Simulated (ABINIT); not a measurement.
**InP (F-43m): G0W0 with and without spin-orbit coupling**

Wanted: the effect of spin-orbit coupling on the quasiparticle gap of InP (F-43m).

Calculated with ABINIT 10.8.3; PBE and many-body steps on it, plane waves.

Report form: the programs' logs are mostly left out.

The database entry behind the starting cell differs from later determinations by our own check (0.1 to 0.3 % short, probably kX units), so it need not match the best structure at ambient conditions.

### 1. The structure

The structure is cubic, space group F-43m (No. 216). The conventional cell has a = 5.861 Å, b = 5.861 Å, c = 5.861 Å, α = 90.00°, β = 90.00°, γ = 90.00°. Nearest to In lie 4 P at 2.54 Å. Nearest to P lie 4 In at 2.54 Å. Farther neighbours are not listed.

The cell and positions come from the Crystallography Open Database and are kept as given unless a step says otherwise.

### 2. Empty states on the mesh, 4×4×4 mesh, 118 bands

This step: ABINIT 10.8.3; DFT, PBE, plane waves, norm-conserving pseudopotentials.

The sums over transitions need many empty states on a uniform mesh; this step solves for them.

File run.abi:

```
acell 3*1.0 Angstrom
rprim 
  0.000000000000 2.930500000000 2.930500000000
  2.930500000000 -0.000000000000 2.930500000000
  2.930500000000 2.930500000000 0.000000000000
ntypat 2
znucl 49 15
natom 2
typat 1 2
xred 
  0.000000000000 0.000000000000 0.000000000000
  0.250000000000 0.250000000000 0.250000000000
pp_dirpath "pseudos"
pseudos "In.upf, P.upf"
ecut 33
ngkpt 4 4 4
nshiftk 1
shiftk 0 0 0
kptopt 1
chksymbreak 0
irdden 1
istwfk *1
nband 118
prtvol 0
optdriver 6
gwr_task "HDIAGO"
paral_kgb 0
occopt 1
indata_prefix "in"
outdata_prefix "out"
tmpdata_prefix "tmp"
```

The run is started by

```
$ OMP_NUM_THREADS=1 mpirun -n 4 abinit run.abi > log
```

Wall time 35 s (4 MPI ranks of Intel Xeon 6975P-C (Granite Rapids), shared host); peak memory 2.3 GiB.

This step gave:

* gap: 0.7091 eV
* k of the valence top: 0, 0, 0
* k of the conduction bottom: 0, 0, 0
* least direct gap: 0.7091 eV
* k points computed: 8
* lowest point of the top converged band, above the valence top: 80.3306 eV

On this mesh the gap is 0.709 eV.

The density comes from a self-consistent run that is not shown.

### 3. Screening, 4×4×4 mesh, 110 bands, screening to 149.7 eV

The RPA dielectric matrix is built and inverted for each q.

This step: RPA screening on PBE, plane waves, norm-conserving pseudopotentials.

run.abi, as its differences from that of step 2:

```diff
@@ -20,10 +20,11 @@
 chksymbreak 0
-irdden 1
 istwfk *1
-nband 118
-prtvol 0
-optdriver 6
-gwr_task "HDIAGO"
-paral_kgb 0
 occopt 1
+irdwfk 1
+optdriver 3
+nband 110
+ecuteps 5.5
+inclvkb 0
+awtr 1
+symchi 1
 indata_prefix "in"
```

Elapsed: 24 s, on 4 MPI ranks; peak memory 0.87 GiB.

Numbers from this step:

```
ε∞ with local fields, on this mesh, along the program's q direction : 47.63
the same without local fields                                       : 50.31
plasma frequency                                                    : 26.69 eV
plane waves in the screening matrix                                 : 181
```

Local fields lower ε∞ by 5 %. On a Γ-centred mesh this coarse the value itself is usually too large, while a short band sum pulls it down.

### 4. Scalar-relativistic

The self-energy is evaluated for the states that the input lists, and the levels follow from it, in one-shot runs by the linearised quasiparticle equation.

This step: G0W0 on PBE, plane waves, norm-conserving pseudopotentials.

run.abi, as its differences from that of step 3:

```diff
@@ -23,8 +23,15 @@
 irdwfk 1
-optdriver 3
+optdriver 4
 nband 110
+gwcalctyp 0
+ecutsigx 33
+symsigma 1
+nkptgw 1
+kptgw 
+  0.0000000000 0.0000000000 0.0000000000
+bdgw 
+  11 17
 ecuteps 5.5
-inclvkb 0
-awtr 1
-symchi 1
+irdscr 1
+ppmodel 1
 indata_prefix "in"
```

Elapsed: 4.8 s, on 4 MPI ranks; peak memory 0.6 GiB; 18 s of CPU time.

This step gave:

* G0W0 gap on the points computed: 1.369 eV
* starting gap on the mesh: 0.7091 eV
* k of the valence top: 0, 0, 0
* k of the conduction bottom: 0, 0, 0
* Z at the valence top: 0.779
* Z at the conduction bottom: 0.794
* least direct G0W0 gap on the computed points: 1.369 eV

The gap on the mesh goes from 0.71 eV to 1.37 eV, a correction of +0.66 eV.

### 5. Empty states on the mesh, 4×4×4 mesh, 242 bands

This step: DFT, PBE with spin-orbit coupling, plane waves, norm-conserving pseudopotentials.

run.abi, as its differences from that of step 4:

```diff
@@ -15,2 +15,3 @@
 ecut 33
+nspinor 2
 ngkpt 4 4 4
@@ -20,18 +21,10 @@
 chksymbreak 0
+iscf -2
+irdden 1
 istwfk *1
-occopt 1
-irdwfk 1
-optdriver 4
-nband 110
-gwcalctyp 0
-ecutsigx 33
-symsigma 1
-nkptgw 1
-kptgw 
-  0.0000000000 0.0000000000 0.0000000000
-bdgw 
-  11 17
-ecuteps 5.5
-irdscr 1
-ppmodel 1
+nband 242
+nbdbuf 22
+tolwfr 1e-09
+nstep 60
+prtvol 0
 indata_prefix "in"
```

Elapsed: 2.4 min, on 4 MPI ranks; peak memory 0.57 GiB.

Numbers from this step:

```yaml
gap: 0.6816 eV
k_of_the_valence_top: 0, 0, 0
k_of_the_conduction_bottom: 0, 0, 0
least_direct_gap: 0.6816 eV
k_points_computed: 8
lowest_point_of_the_top_converged_band_above_the_valence_top: 80.3207 eV
```

On this mesh the gap is 0.682 eV.

The density comes from a self-consistent run that is not shown, made with spin-orbit coupling and fully relativistic files.

### 6. Screening, 4×4×4 mesh, 220 bands, screening to 149.7 eV

This step: RPA screening on PBE with spin-orbit coupling, plane waves, norm-conserving pseudopotentials.

run.abi, as its differences from that of step 5:

```diff
@@ -21,10 +21,11 @@
 chksymbreak 0
-iscf -2
-irdden 1
 istwfk *1
-nband 242
-nbdbuf 22
-tolwfr 1e-09
-nstep 60
-prtvol 0
+occopt 1
+irdwfk 1
+optdriver 3
+nband 220
+ecuteps 5.5
+inclvkb 0
+awtr 1
+symchi 1
 indata_prefix "in"
```

The job ended after 3.8 min (4 MPI ranks; peak memory 2.5 GiB; 15 min of CPU time).

This step gave:

```yaml
eps_infinity_with_local_fields_on_this_mesh_along_the_program_s_q_direction: 47.58
the_same_without_local_fields: 50.24
plasma_frequency: 26.69 eV
plane_waves_in_the_screening_matrix: 181
```

### 7. With spin-orbit coupling

This step: G0W0 on PBE with spin-orbit coupling, plane waves, norm-conserving pseudopotentials.

run.abi, as its differences from that of step 6:

```diff
@@ -24,8 +24,15 @@
 irdwfk 1
-optdriver 3
+optdriver 4
 nband 220
+gwcalctyp 0
+ecutsigx 33
+symsigma 0
+nkptgw 1
+kptgw 
+  0.0000000000 0.0000000000 0.0000000000
+bdgw 
+  23 30
 ecuteps 5.5
-inclvkb 0
-awtr 1
-symchi 1
+irdscr 1
+ppmodel 1
 indata_prefix "in"
```

Wall time 97 s (4 MPI ranks); peak memory 2 GiB.

This step gave:

- G0W0 gap on the points computed: 1.342 eV
- starting gap on the mesh: 0.6816 eV
- k of the valence top: 0, 0, 0
- k of the conduction bottom: 0, 0, 0
- Z at the valence top: 0.779
- Z at the conduction bottom: 0.794
- least direct G0W0 gap on the computed points: 1.342 eV

Against G0W0 in ABINIT (4×4×4 mesh, 110 bands, screening to 149.7 eV, Godby-Needs plasmon pole), the gap moves by −0.027 eV.

### 8. The runs together

Times are wall times on 4 MPI ranks of Intel Xeon 6975P-C (Granite Rapids), shared host. The host was busy with other work, so they are no guide to cost. A run's time includes the screening step that it read.

```csv
run,mesh,bands,screening cutoff (eV),DFT gap (eV),gap on the mesh (eV),direct (eV),ε∞ used,time
scalar-relativistic,4×4×4,110,149.7,0.709,1.369,1.369,47.63,29 s
with spin-orbit coupling,4×4×4,220,149.7,0.682,1.342,1.342,47.58,5.4 min
```

### 9. Summary of results

| Quantity | Value |
| --- | --- |
| scalar-relativistic | 1.369 eV |
| with spin-orbit coupling | 1.342 eV |
| known limits | not at the basis limit; mesh may overstate the screening; screening head approximate; no spin-orbit coupling in some runs; coarse k mesh |

With spin-orbit coupling: −0.027 eV against scalar-relativistic, −0.027 eV of it in the start. Bands and cutoff are finite, so the gap is not at the basis limit. The miss can reach some tenths of an eV and take either sign; the mesh is an error of its own. In the G0W0 runs levels were corrected at 1 k point alone, so a gap called «on the mesh» is the least over those, and an edge elsewhere would be missed. The 4×4×4 mesh is coarse for this cell, which bears on the long-range parts of exchange and screening. The RPA ε∞ on this mesh reaches over 25; with a narrow direct gap a coarse mesh can overstate it, and the correction is then too small. The long-wavelength limit of the screening leaves out the non-local commutator, which shifts ε∞.

[Paths, hosts, dates, memory and timing lines, banners, echoed tables and standing remarks are left out of the program output.]

[Logs are printed without paths, hosts, clocks, repeated set-up lines and the standing remarks that a program may print on its own settings, such as how far it seeks lower states.]

[Runs of the session that timed out or met a known fault of the program may be left out.]

[Hosts, paths, dates, database ids (printed as entryN), source tags and the programs' standing remarks are cut or masked in the printed files.]

[G0W0 gaps are taken among the corrected bands and points alone; a level outside them can change the order at an edge.]

[Where Ansatz stands beside ABINIT at settings called matched, ABINIT's density can come from a denser mesh and the files from another edition; pairs whose starting gaps differed by over 0.03 eV were left out, so agreement reads better than it is.]
